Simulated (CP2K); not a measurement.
The N K edge of aminoacetonitrile was computed by TDDFT (CP2K XAS_TDP, aug-cc-pVDZ, TDA) at these levels: PBE, PBEh(45%) and PBEh(45%) + GW2X. The first three lines of N1 (bonded to C) with a strength over 0.0015, energy in eV and strength:

```
run           first          second           third
  1  379.90 (0.008)  380.78 (0.013)  380.90 (0.012)
  2  401.10 (0.054)  401.46 (0.053)  406.44 (0.002)
  3  395.53 (0.055)  395.90 (0.054)  400.88 (0.002)
```

**Question.** Which run is which?

Run 1: PBE (0 % exact exchange). Run 2: PBEh(45%) + GW2X (45 % exact exchange). Run 3: PBEh(45%) (45 % exact exchange). Self-interaction lifts the core level, so the uncorrected lines rise with the share of exact exchange. The GW2X run keeps the spacings of its parent: 0.36 eV between the first two lines in run 2, 0.37 eV in run 3. Its shift is +5.57 eV, since the Kohn–Sham level at this share of exchange lies that far above the quasiparticle level.

[Banner, clock and machine lines of the logs are left out without a mark of their own.]

[Logs are printed without paths, hosts, clocks, repeated set-up lines and the standing remarks that a program may print on its own settings, such as how far it seeks lower states.]

[Hosts, paths, dates, database ids (printed as entryN), source tags and the programs' standing remarks are cut or masked in the printed files.]
